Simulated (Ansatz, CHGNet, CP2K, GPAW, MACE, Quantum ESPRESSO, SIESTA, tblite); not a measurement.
# tblite runs on the unslipped end of a generalised stacking fault on (111) of Pb (72 atoms)

How near does tblite come to plane waves for the unslipped end of a generalised stacking fault on (111) of Pb (72 atoms)?

Method: the method is named at each step, in tblite 0.8.0.

## (1) The structure

The cell holds 72 atoms: 72 Pb. Its edges and angles: a = 10.501 Å, b = 12.125 Å, c = 17.247 Å, α = 90.0°, β = 90.0°, γ = 90.0°. It derives from Pb (fcc). Fcc Pb (a = 4.95 Å), cell with z along [111], 3 x 2 x 2 periods; the third cell vector is tilted by 0.000 of 1/2[1-10] and lengthened by 0.1 Å, so the stacking has no slip; displaced by a Gaussian of 0.01 Å. Then every atom was moved at random, 0.05 Å r.m.s. a Cartesian component. The structure's axis is c.

The yardstick, on the same geometry:

```
method                 : Kohn-Sham DFT, PBE, PAW, plane waves (Ansatz 0.2.0); cutoff 420 eV, Γ point, fermi-dirac smearing of 0.05 eV; PAW set soft_2
r.m.s. force component : 0.1556 eV/Å
longest force          : 0.475 eV/Å
pressure               : 2.733 GPa
SCF cycles             : 8
time                   : 48 s on 4 threads of Arm Neoverse V2, shared host
CPU time               : 3.1 min
```

## (2) GFN1-xTB

Method: GFN1-xTB tight binding, diagonalisation.

Contents of run.py:

```python
import numpy as np
from ase.io import read
from tblite.ase import TBLite

atoms = read("structure.xyz")
atoms.calc = TBLite(method="GFN1-xTB", electronic_temperature=580, accuracy=1.0, max_iterations=250, mixer_damping=0.1, verbosity=1)
energy = atoms.get_potential_energy()
forces = atoms.get_forces()
print(f"energy {energy:.6f} eV")
print("forces (eV/A)")
for i, (a, f) in enumerate(zip(atoms, forces)):
    print(f"{i:4d} {a.symbol:2s} {f[0]:10.5f} {f[1]:10.5f} {f[2]:10.5f}")
stress = -atoms.get_stress(voigt=False) * 160.21766
print("stress (GPa, compression positive)")
for row in stress:
    print(" ".join(f"{x:10.4f}" for x in row))
print("charges (e)")
print(np.array2string(atoms.get_charges(), precision=4, suppress_small=True, max_line_width=110, threshold=100000))
```

Contents of structure.xyz:

```xyz
72
Lattice="10.50054 0.00000 0.00000 0.00000 12.12497 0.00000 0.00000 0.00000 17.24730" Properties=species:S:1:pos:R:3 pbc="T T T"
Pb 8.76921 9.04668 17.13157
Pb 8.73162 11.05082 2.92514
Pb 5.20701 9.10864 17.12985
Pb 5.25689 11.13521 2.82425
Pb 6.98569 6.08467 17.23402
Pb 7.08723 8.09511 2.95257
Pb 7.00449 10.17746 5.69075
Pb 8.70799 3.06640 17.15623
Pb 8.79147 5.07381 2.88996
Pb 8.74327 7.04388 5.85097
Pb 8.72532 9.10476 8.67039
Pb 8.76827 11.08829 11.44238
Pb 1.69374 9.02328 17.03809
Pb 1.83255 11.03578 2.92135
Pb 3.54834 6.05291 17.12105
Pb 3.46266 8.10518 2.86391
Pb 3.55601 10.09477 5.63021
Pb 5.24649 3.02858 17.08966
Pb 5.19315 5.11092 2.82097
Pb 5.28461 7.05164 5.65315
Pb 5.19325 9.04402 8.57381
Pb 5.20921 11.12066 11.41754
Pb 7.02434 12.09260 17.19349
Pb 6.87460 2.00656 2.88409
Pb 6.93099 4.06380 5.65711
Pb 6.98937 6.01641 8.67143
Pb 7.03085 8.01351 11.38011
Pb 7.03011 10.07318 14.25541
Pb 8.81699 1.10058 5.65918
Pb 8.71072 2.95874 8.54362
Pb 8.74159 4.97572 11.42323
Pb 8.74348 7.08171 14.29422
Pb 0.00756 6.11341 17.15261
Pb 0.09566 8.02418 2.84925
Pb 0.06909 10.07840 5.79889
Pb 1.76178 3.12194 17.13864
Pb 1.83287 5.14584 2.94153
Pb 1.75496 7.09456 5.72559
Pb 1.70508 9.09906 8.46463
Pb 1.80788 11.13363 11.40547
Pb 3.49899 0.10100 17.21022
Pb 3.47326 1.95103 2.88392
Pb 3.53417 4.11412 5.66729
Pb 3.52010 6.16991 8.57432
Pb 3.46759 8.11670 11.41116
Pb 3.57669 10.09780 14.18039
Pb 5.23777 1.10386 5.66074
Pb 5.29406 3.01293 8.63900
Pb 5.22181 5.04969 11.34855
Pb 5.18968 6.99950 14.21936
Pb 6.94779 12.08217 8.57915
Pb 6.92511 2.05130 11.43910
Pb 6.95724 3.98402 14.31043
Pb 8.73403 1.02395 14.24127
Pb 0.01250 12.09927 17.08362
Pb 10.48825 1.99674 2.86184
[... 12 atom lines left out ...]
Pb 10.46788 12.07514 8.55501
Pb 10.40204 1.98789 11.40391
Pb 0.03497 3.99627 14.33216
Pb 1.60763 1.11368 14.28818
```

Launch:

```bash
> OMP_NUM_THREADS=1 python run.py > output.txt
```

What it wrote:

```text
------------------------------------------------------------
  cycle        total energy    energy error   density error
------------------------------------------------------------
      1     -118.7746781895  -1.1812054E+02   4.6039254E-02
      2     -118.7914353638  -1.6757174E-02   3.7437694E-02
      3     -118.7965011392  -5.0657755E-03   2.9358469E-02
      4     -118.8047358287  -8.2346894E-03   1.0679999E-02
      5     -118.8056855074  -9.4967871E-04   2.7154029E-03
      6     -118.8057335689  -4.8061564E-05   1.2599529E-03
      7     -118.8057441341  -1.0565218E-05   5.6048767E-04
      8     -118.8057452131  -1.0789347E-06   2.9288038E-04
      9     -118.8057459361  -7.2301522E-07   1.2848605E-04
     10     -118.8057460638  -1.2771261E-07   6.5659914E-05
     11     -118.8057460812  -1.7382277E-08   4.0998601E-05
     12     -118.8057460839  -2.6716833E-09   2.4807860E-05
     13     -118.8057460865  -2.6642510E-09   1.7036023E-05
------------------------------------------------------------
 total:                                   0.676 sec
energy -3232.869019 eV
forces (eV/A)
   0 Pb   -0.15574   -0.01727    0.15688
   1 Pb    0.30691    0.07808   -0.30927
   2 Pb   -0.10359    0.13255    0.17464
   3 Pb    0.04110   -0.05901   -0.26857
   4 Pb   -0.00624    0.11007    0.17638
   5 Pb   -0.14727   -0.21341   -0.34985
   6 Pb    0.07661    0.10447    0.14677
   7 Pb    0.07536   -0.12090    0.24534
   8 Pb    0.18922   -0.08258   -0.15935
   9 Pb   -0.16228    0.12987   -0.15280
  10 Pb   -0.10836   -0.10251   -0.29156
  11 Pb   -0.03632    0.01712    0.04797
  12 Pb    0.11515    0.10073    0.35935
  13 Pb   -0.31730    0.06462   -0.31939
  14 Pb    0.03584   -0.04173    0.24665
  15 Pb    0.23260   -0.07532   -0.35871
  16 Pb    0.22518    0.08222    0.30862
  17 Pb    0.07517   -0.02075    0.25289
  18 Pb    0.12534   -0.01694   -0.29361
  19 Pb   -0.02433    0.09708    0.03354
  20 Pb    0.07782    0.08740   -0.03456
  21 Pb    0.31773   -0.11056   -0.03547
  22 Pb   -0.05489   -0.03138    0.20062
  23 Pb    0.26694    0.08759   -0.38174
[...]
64 Pb   -0.06487   -0.07078   -0.27680
  65 Pb   -0.35680   -0.00146    0.28365
  66 Pb    0.03886   -0.12592   -0.14444
  67 Pb   -0.21457    0.14305    0.08015
  68 Pb    0.05225    0.33701    0.06741
  69 Pb    0.12312    0.01643   -0.01078
  70 Pb   -0.22051    0.33582   -0.05227
  71 Pb    0.47914   -0.17582   -0.00858
stress (GPa, compression positive)
    3.9319     0.0503     0.0028
    0.0503    -9.0477     0.6468
    0.0028     0.6468     4.2408
charges (e)
[-0.0042 -0.0013 -0.0115  0.0059 -0.0112 -0.0006  0.0076 -0.0057 -0.0137 -0.0093  0.01    0.0137 -0.0083
 -0.0018  0.003   0.0023  0.0013 -0.0005  0.0045  0.0093 -0.0016  0.0093 -0.0119 -0.0152 -0.0009  0.0103
  0.0033  0.0057 -0.0084 -0.0183 -0.0046  0.0014  0.0002 -0.0128  0.0082 -0.0019  0.0094  0.0016  0.0016
 -0.0194 -0.0139  0.0028  0.0033 -0.0077 -0.0053  0.0023  0.009   0.0072  0.0067  0.0025 -0.0189  0.0035
  0.008   0.0008  0.     -0.0026  0.023   0.0022 -0.0138  0.0249  0.0094 -0.0157 -0.0047 -0.001   0.003
  0.0005 -0.0001  0.0014  0.0114  0.0091  0.0079 -0.0009]
```

It took 1.1 s on 1 thread of Arm Neoverse V2, shared host; peak memory 0.15 GiB.

Banners, paths, timers and routine set-up lines are dropped from the logs unmarked, and long logs keep their key lines alone; longer cuts are marked.

Against the reference:

```yaml
r_m_s_force_component: 0.1704 eV/Å
r_m_s_difference_of_force_components: 69.72 meV/Å
longest_difference_of_force_vectors: 271.4 meV/Å
force_difference_over_r_m_s_force: 44.81 %
slope_of_forces_against_the_reference_s: 0.9991
correlation_of_force_components: 0.9124
pressure: -0.2917 GPa
pressure_difference: -3.024 GPa
```

Local excerpt of 13 atoms (numbers count through the whole input) about Pb72, which bears the longest force; x, y, z are measured from there.

```csv
atom,x,y,z,distance (Å),bonds,Mulliken charge (e),Fx,Fy,Fz (eV/Å)
Pb72,0.00,0.00,0.00,0.00,12,0.00,0.479,-0.176,-0.009
Pb71,-1.57,2.88,0.04,3.28,12,0.01,-0.221,0.336,-0.052
Pb54,-3.37,-0.09,-0.05,3.38,12,0.00,-0.164,0.003,0.123
Pb55,-1.60,-1.14,2.80,3.41,12,0.00,0.094,0.106,0.271
Pb70,-1.71,0.87,-2.88,3.46,12,0.01,0.123,0.016,-0.011
Pb36,0.15,2.01,2.85,3.49,12,0.00,-0.092,0.085,0.143
Pb60,-1.61,-3.15,-0.01,3.54,12,0.02,0.120,0.000,-0.062
Pb67,1.90,3.01,0.00,3.56,12,0.00,0.039,-0.126,-0.144
Pb40,0.20,-2.11,-2.88,3.58,12,-0.02,-0.246,-0.047,0.084
Pb66,1.93,0.84,-2.92,3.60,12,0.00,-0.357,-0.001,0.284
Pb41,1.89,-1.01,2.92,3.63,12,-0.01,0.030,-0.027,-0.079
Pb68,3.68,-0.22,-0.04,3.69,12,0.00,-0.215,0.143,0.080
Pb46,1.97,-3.14,-0.11,3.71,12,0.00,0.075,-0.099,0.383
```

Atoms are counted from 1 here, from 0 in the log.

Forces lie 45 % from the reference's, at 0.0060 times its CPU time (on 1 against 4 cores).

## (3) What came out

| Item | Value |
| --- | --- |
| force difference from the reference | tblite GFN1-xTB, 45 % |
| its CPU time | 1.1 s |

What this shows: Tight binding differs by 45 % (tblite GFN1-xTB); it is another model, with fitted parameters of its own, and the xTB methods hold dispersion. One electronic-structure run takes under half the reference's CPU time: tblite GFN1-xTB, at 45 % in 1.1 s against 3.1 min; its pressure misses by -3.0 GPa. Periodic xTB results under one method name differ between programs and library versions. The reference's stress is far from hydrostatic: its diagonal is 7.3, -3.6, 4.5 GPa, compression counted positive. The host structure and its lattice constant were typed by rule, without a check against the phase diagram. The reference's pressure of 2.7 GPa says that the cell would expand at this level of theory. The electronic-structure runs sample only Γ, in a cell whose shortest periodic width is 11 Å, which is coarse for a cell with partly filled levels. Spin–orbit coupling is left out, which matters for the levels of the heavy elements.

[Also dropped from logs without a mark: logging warnings of Python, and SIESTA's first energy breakdown and zero terms.]

[Logs are printed without paths, hosts, clocks, repeated set-up lines and the standing remarks that a program may print on its own settings, such as how far it seeks lower states.]

[Hosts, paths, dates, database ids (printed as entryN), source tags and the programs' standing remarks are cut or masked in the printed files.]
